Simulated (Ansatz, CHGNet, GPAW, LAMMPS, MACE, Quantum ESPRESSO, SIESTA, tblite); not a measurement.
## Codes compared on amorphous Zn20Hg10Se19S11 (60 atoms)

Wanted: errors and costs of other methods on amorphous Zn20Hg10Se19S11 (60 atoms). A plane-wave run serves as the reference.

Program: Quantum ESPRESSO 7.5. Level of theory: Kohn-Sham DFT, PBE, SSSP efficiency 1.3.0 pseudopotentials, plane waves. Results are calculated unless marked as measured.

**1. The structure**

The cell holds 60 atoms: 20 Zn, 10 Hg, 19 Se and 11 S. Cell: a = 11.236 Å, b = 11.236 Å, c = 11.236 Å, α = 90.0°, β = 90.0°, γ = 90.0°. 60 atoms (20 Zn, 10 Hg, 19 Se, 11 S) placed at random at 6.05 g/cm³, melted at 2500 K for 10 ps at fixed volume with the Stillinger-Weber II-VI potential (Zhou et al., Phys. Rev. B 88, 085309 (2013)). Quenched from 2500 K to 500 K at 100 K/ps and fixed volume, held 5 ps.

**2. Reference: Quantum ESPRESSO, plane waves**

Contents of pw.in:

```
&control
  calculation = 'scf'
  pseudo_dir = './pseudo'
  outdir = './tmp'
  disk_io = 'none'
  tprnfor = .true.
  tstress = .true.
/
&system
  ibrav = 0
  nat = 60
  ntyp = 4
  ecutwfc = 45
  ecutrho = 360
  nosym = .true.
  occupations = 'smearing'
  smearing = 'fd'
  degauss = 0.003675
/
&electrons
  conv_thr = 3.0e-07
  electron_maxstep = 100
  mixing_beta = 0.4
  mixing_mode = 'plain'
  diagonalization = 'david'
/
ATOMIC_SPECIES
Zn 65.380 Zn.upf
Hg 200.592 Hg.upf
Se 78.971 Se.upf
S 32.060 S.upf
CELL_PARAMETERS angstrom
11.23550 0.00000 0.00000
0.00000 11.23550 0.00000
0.00000 0.00000 11.23550
ATOMIC_POSITIONS crystal
Zn 0.61462 0.23049 0.37253
Zn 0.71612 0.74561 0.68839
Zn 0.49185 0.48900 0.23130
Zn 0.27460 0.35948 0.94566
Zn 0.74740 0.05274 0.85598
Zn 0.73941 0.28704 0.67762
Zn 0.05269 0.17680 0.98554
Zn 0.19749 0.79622 0.54239
Zn 0.81220 0.54248 0.38775
Zn 0.42130 0.15435 0.15845
Zn 0.73920 0.35267 0.09156
Zn 0.85814 0.97790 0.51402
[... 44 atom lines left out ...]
S 0.41587 0.37122 0.73654
S 0.52758 0.65840 0.69614
S 0.05381 0.93482 0.45487
S 0.39571 0.17389 0.94479
K_POINTS gamma
```

On the command line:

```
> OMP_NUM_THREADS=1 mpirun -np 4 pw.x -in pw.in > output.txt
```

The program printed:

```text
Program PWSCF
     gamma-point specific algorithms are used
     one sub-group per band group will be used
     scalapack distributed-memory algorithm (size of sub-group:  2*  2 procs)
     Parallelization info
     sticks:   dense  smooth     PW     G-vecs:    dense   smooth      PW
     Min        3228    1616    401               276036    97604   12170
     Max        3230    1618    404               276045    97610   12176
     Sum       12917    6469   1609              1104165   390431   48693
     bravais-lattice index     =            0
     lattice parameter (alat)  =      21.2320  a.u.
     unit-cell volume          =    9571.3636 (a.u.)^3
     number of atoms/cell      =           60
     number of atomic types    =            4
[... lines left out ...]
     scf convergence threshold =      3.0E-07
[... lines left out ...]
     number of k points=     1  Fermi-Dirac smearing, width (Ry)=  0.0037
[... lines left out ...]
     total energy              =  -13425.73908714 Ry
[... lines left out ...]
     total energy              =  -13425.62378334 Ry
[... lines left out ...]
     total energy              =  -13426.82492367 Ry
[... lines left out ...]
     c_bands:  1 eigenvalues not converged
[... lines left out ...]
     total energy              =  -13427.03324243 Ry
[... lines left out ...]
     total energy              =  -13427.03324258 Ry
[... lines left out ...]
   -72.9330 -72.8543 -72.7898 -72.7882 -72.7709 -72.7636 -72.7561 -72.7262
   -72.7149 -72.6954 -72.6721 -72.6687 -72.6419 -72.6405 -72.6377 -72.6248
   -72.6151 -72.6106 -72.5995 -72.5895 -72.5865 -72.5792 -72.5706 -72.5630
[...]
12.8851  12.8976  13.0564  13.0685  13.0932  13.1750  13.1951  13.2779
    13.3312  13.3353  13.4393  13.4740  13.5051  13.5095  13.6032  13.7104
    13.7892  13.8099  13.8521  13.9372
     the Fermi energy is     7.2533 ev
!    total energy              =  -13427.03324260 Ry
     estimated scf accuracy    <       0.00000007 Ry
     smearing contrib. (-TS)   =      -0.01242994 Ry
     internal energy E=F+TS    =  -13427.02081266 Ry
     The total energy is F=E-TS. E is the sum of the following terms:
     one-electron contribution =  -11716.57484009 Ry
     hartree contribution      =    6011.26921498 Ry
     xc contribution           =   -1775.15399585 Ry
     ewald contribution        =   -5946.56119169 Ry
     convergence has been achieved in  19 iterations
     Forces acting on atoms (cartesian axes, Ry/au):
     atom    1 type  1   force =     0.00254424   -0.01691324    0.01128016
     atom    2 type  1   force =    -0.01069899    0.00570125   -0.02222803
     atom    3 type  1   force =    -0.00360990    0.02709242    0.04327687
[...]
atom   59 type  4   force =    -0.02811804   -0.04279384   -0.01189576
     atom   60 type  4   force =    -0.00157898    0.03956828    0.02566201
     Total force =     0.284640     Total SCF correction =     0.001511
     Computing stress (Cartesian axis) and pressure
          total   stress  (Ry/bohr**3)                   (kbar)     P=        2.80
   0.00000710   0.00004197  -0.00001709            1.04        6.17       -2.51
   0.00004197   0.00004018  -0.00004845            6.17        5.91       -7.13
  -0.00001709  -0.00004845   0.00000980           -2.51       -7.13        1.44
     Message from routine punch:
     Nothing written, as per user request (disk_io='none')
```

The job ended after 5.5 min (4 MPI ranks of Arm Neoverse V1, shared host; peak memory 3.4 GiB).

Banners, paths, timers and routine set-up lines are dropped from the logs unmarked, and long logs keep their key lines alone; longer cuts are marked.

Numbers from this run:

- r.m.s. force component: 0.5455 eV/Å
- longest force: 2.381 eV/Å
- pressure: 0.2797 GPa

**3. Local order**

g(r), total and by pair (bins of 0.2 Å):

| r (Å) | total | Zn-Zn | Zn-Se | Zn-S | Zn-Hg | Se-Se | Se-S |
| --- | --- | --- | --- | --- | --- | --- | --- |
| 2.10 | 0.07 | 0.00 | 0.00 | 0.54 | 0.00 | 0.00 | 0.00 |
| 2.30 | 0.81 | 0.00 | 1.05 | 4.79 | 0.00 | 0.00 | 0.00 |
| 2.50 | 2.59 | 0.00 | 5.71 | 8.50 | 0.48 | 0.00 | 0.00 |
| 2.70 | 1.60 | 0.00 | 3.53 | 0.37 | 0.00 | 0.00 | 0.00 |
| 2.90 | 0.49 | 0.00 | 0.18 | 0.32 | 0.00 | 0.00 | 0.00 |
| 3.10 | 0.49 | 0.31 | 0.48 | 0.00 | 0.28 | 0.62 | 0.29 |
| 3.30 | 0.41 | 1.04 | 0.00 | 0.00 | 0.53 | 1.19 | 0.49 |
| 3.50 | 0.82 | 1.83 | 0.00 | 0.00 | 1.62 | 1.00 | 0.66 |
| 3.70 | 1.20 | 2.48 | 0.65 | 0.00 | 1.46 | 2.08 | 2.00 |
| 3.90 | 1.48 | 2.01 | 0.48 | 0.68 | 1.66 | 2.88 | 3.18 |
| 4.10 | 1.50 | 2.35 | 0.71 | 0.62 | 2.19 | 1.86 | 2.88 |
| 4.30 | 1.48 | 1.53 | 1.60 | 1.78 | 1.85 | 1.70 | 1.17 |
| 4.50 | 1.18 | 1.55 | 0.72 | 1.41 | 1.39 | 0.92 | 1.35 |
| 4.70 | 0.80 | 0.51 | 1.14 | 0.92 | 0.78 | 0.29 | 0.74 |
| 4.90 | 0.90 | 0.24 | 1.11 | 1.49 | 0.71 | 0.92 | 0.46 |
| 5.10 | 0.77 | 0.97 | 0.74 | 0.98 | 0.64 | 0.60 | 0.94 |
| 5.30 | 0.77 | 0.20 | 1.11 | 0.91 | 1.31 | 0.44 | 0.48 |
| 5.50 | 0.75 | 0.28 | 1.13 | 1.45 | 0.19 | 0.63 | 0.45 |

Bonds by pair of elements; cutoffs follow the first minimum of g(r), held within bounds set by covalent radii, and pairs that aren't listed don't count as bonded (cutoffs were set anew for this text, so counts can differ from the run's own analysis):

| pair A-B | cutoff (Å) | bonds | mean length (Å) | spread (Å) | shortest (Å) | B about A | A about B |
| --- | --- | --- | --- | --- | --- | --- | --- |
| Zn-Se | 2.93 | 46 | 2.56 | 0.119 | 2.36 | 2.3 | 2.42 |
| Zn-S | 2.77 | 32 | 2.41 | 0.096 | 2.20 | 1.6 | 2.91 |
| Se-Hg | 3.35 | 31 | 2.83 | 0.174 | 2.49 | 1.63 | 3.1 |
| S-Hg | 3.15 | 10 | 2.64 | 0.096 | 2.50 | 0.909 | 1 |

How many atoms have how many bonded neighbours:

| element | mean | 3 | 4 | 5 |
| --- | --- | --- | --- | --- |
| Hg | 4.1 | 2 | 5 | 3 |
| S | 3.82 | 3 | 7 | 1 |
| Se | 4.05 | 5 | 8 | 6 |
| Zn | 3.9 | 3 | 16 | 1 |

Rings of the network by King's shortest-path rule, up to 12 atoms, one path for each pair of neighbours; H, halogens, alkali and alkaline-earth atoms are left out, and the last column divides by all other atoms, bonded or not:

| ring size (atoms) | rings | per network atom |
| --- | --- | --- |
| 4 | 14 | 0.233 |
| 6 | 90 | 1.5 |
| 8 | 35 | 0.583 |
| 10 | 1 | 0.017 |

**4. The other programs**

The programs:
- CHGNet: machine-learned potential, published weights.
- GPAW 26.7.0: PAW with atomic orbitals (LCAO), plane waves or a real-space grid of spacing h.
- MACE: machine-learned potential, published weights.
- SIESTA 5.4.2: numerical atomic orbitals, whose automatically made sets are far from complete, with PseudoDojo norm-conserving potentials that we converted to its format (checked against plane waves on the same files for H, C, O, Si, Ge and Ca alone); labels give functional, basis size, energy shift and mesh cutoff.
- tblite 0.8.0: extended tight binding, driven from Python.

All use the same cell and atoms; the electronic-structure runs use the same k-mesh, and an electronic temperature of 580 K (0.05 eV) where levels are smeared.

Differences are against the plane-wave reference, forces as r.m.s. over components; share is that over the reference's r.m.s. force, slope the least-squares factor from reference forces to these. Total energies of different programs have different zeros and aren't compared.

| run | Δ force, r.m.s. (meV/Å) | share (%) | slope | Δ pressure (GPa) | cores | CPU time | memory (GiB) |
| --- | --- | --- | --- | --- | --- | --- | --- |
| reference | - | - | - | - | 4 | 22 min | 3.4 |
| CHGNet 0.3.0 potential | 213 | 39.1 | 0.761 | -0.226 | 1 | 3.5 s | 0.58 |
| CHGNet r2SCAN potential | 293 | 53.7 | 0.552 | -2.24 | 1 | 3.5 s | 0.58 |
| GPAW PBE, LCAO dzp, h 0.16 Å | 55.3 | 10.1 | 1.045 | - | 1 | 7.7 min | 3.0 |
| GPAW PBE, LCAO dzp, h 0.2 Å | 57.4 | 10.5 | 1.041 | - | 1 | 4.2 min | 1.6 |
| GPAW PBE, LCAO dzp, h 0.2 Å, other mixer settings | 57.0 | 10.5 | 1.042 | - | 1 | 4.9 min | 1.4 |
| GPAW PBE, LCAO sz(dzp), h 0.2 Å (coarse) | 200 | 36.7 | 1.090 | - | 1 | 1.7 min | 1.3 |
| GPAW PBE, grid h 0.24 Å (coarse) | 26.3 | 4.82 | 1.021 | - | 4 | 53 min | 2.7 |
| MACE MPA-0 medium potential | 131 | 23.9 | 0.935 | 0.465 | 1 | 8.2 s | 0.76 |
| SIESTA PBE, DZP, shift 0.01 Ry, mesh 150 Ry (coarse) | 174 | 31.9 | 1.078 | -1.39 | 1 | 84 s | 0.48 |
| SIESTA PBE, DZP, shift 0.01 Ry, mesh 500 Ry | 175 | 32.0 | 1.080 | -1.65 | 2 | 4.9 min | 1.7 |
| SIESTA PBE, SZ, shift 0.01 Ry, mesh 500 Ry (coarse) | 1436 | 263 | 1.530 | -5.13 | 1 | 3.7 min | 0.91 |
| SIESTA PBE, SZ, shift 0.02 Ry, mesh 500 Ry (coarse) | 1519 | 279 | 1.588 | -10.2 | 1 | 3.3 min | 0.83 |
| SIESTA PBE, SZP, shift 0.01 Ry, mesh 500 Ry (coarse) | 661 | 121 | 1.009 | -10.4 | 1 | 4 min | 1.3 |
| tblite GFN1-xTB | 329 | 60.3 | 0.737 | 0.931 | 1 | 3.2 s | 0.12 |

Rows marked coarse were listed beforehand as settings not expected to be converged; some can still land near the reference.

Times of the machine-learned potentials are mostly Python's start and the loading of weights.

CPU time is summed over cores on a shared host, where runs went side by side, so it is rough. Symmetry, cutoffs, thresholds, outputs and thread counts weren't matched or tuned between programs; memory under MPI is the largest rank's times the ranks.

Within one program, basis, potentials and functional, energies share a zero. Each run against its twin at the usual cutoff or grid and solver:

| run | twin | Δ energy (meV/atom) | Δ force, r.m.s. (meV/Å) | CPU time over the twin's |
| --- | --- | --- | --- | --- |
| GPAW PBE, LCAO dzp, h 0.16 Å | LCAO dzp, h 0.2 Å | -20.0 | 23.2 | 1.8 |
| GPAW PBE, LCAO dzp, h 0.2 Å, other mixer settings | LCAO dzp, h 0.2 Å | 1.0e-4 | 2.91 | 1.2 |
| SIESTA PBE, DZP, shift 0.01 Ry, mesh 150 Ry | DZP, shift 0.01 Ry, mesh 500 Ry | -21.7 | 19.8 | 0.29 (this twin ran on 2 cores) |

**5. What came out**

| Quantity | Value |
| --- | --- |
| reference r.m.s. force component | 0.545 eV/Å |
| nearest in forces | GPAW PBE, grid h 0.24 Å (coarse), 4.8 % |
| farthest in forces | SIESTA PBE, SZ, shift 0.02 Ry, mesh 500 Ry (coarse), 279 % |
| cheapest electronic-structure run beside the reference | tblite GFN1-xTB, 3.2 s of CPU time |

What this shows: The PBE runs in local orbitals, coarse settings apart, differ by 10 % (GPAW PBE, LCAO dzp, h 0.16 Å) to 32 % (SIESTA PBE, DZP, shift 0.01 Ry, mesh 500 Ry); basis, grid and potentials can all enter. Tight binding differs by 60 % (tblite GFN1-xTB); it is another model, with fitted parameters of its own, and the xTB methods hold dispersion. Machine-learned potentials differ by 24 % (MACE MPA-0 medium potential) to 54 % (CHGNet r2SCAN potential); they were trained on other programs' data, some at another functional. Among those trained on PBE data the slope goes as low as 0.76, which softening far from their training structures can give, though the reference's k-sampling is untested too. Runs with settings chosen to be coarse differ by 4.8 % (GPAW PBE, grid h 0.24 Å) to 279 % (SIESTA PBE, SZ, shift 0.02 Ry, mesh 500 Ry), their programs' other errors included. Of the electronic-structure runs that take under half the reference's CPU time, GPAW PBE, LCAO dzp, h 0.16 Å comes nearest, at 10 % in 7.7 min against 22 min. In pressure, SIESTA PBE, SZP, shift 0.01 Ry, mesh 500 Ry misses by -10.4 GPa, at the same functional. In the reference: levels near the Fermi energy are neither full nor empty under the smearing, so no gap is quoted. In the reference: first main peaks of g(r), for some of the pairs, lie near 2.5 Å (Zn-Se), 2.4 Å (Zn-S) and 4.0 Å (Se-S). Periodic xTB results under one method name differ between programs and library versions. The potentials hold different valence shells: 780 electrons in the reference, 600 in GPAW and 970 in SIESTA; this bears on time and differences. The reference's pressure holds the uncorrected Pulay stress of its 45 Ry basis, so small pressure differences, and their order, may be the reference's own error. Machine-learned potentials mimic data converged in k, so the reference's own k-point error enters their differences. The quench rate of 100 K/ps is many orders above laboratory rates, so the cell is likely richer in defects and strain than a real sample. The network of bonds at the start is that of the classical potential that made the cell, and needn't be the one that DFT or experiment would give. The electronic-structure runs sample only Γ, in a cell whose shortest periodic width is 11 Å, which is coarse for a cell with partly filled levels. Spin–orbit coupling is left out, which matters for the levels of the heavy elements.

[Also dropped from logs without a mark: logging warnings of Python, and SIESTA's first energy breakdown and zero terms.]

[Logs are printed without paths, hosts, clocks, repeated set-up lines and the standing remarks that a program may print on its own settings, such as how far it seeks lower states.]

[Hosts, paths, dates, database ids (printed as entryN), source tags and the programs' standing remarks are cut or masked in the printed files.]
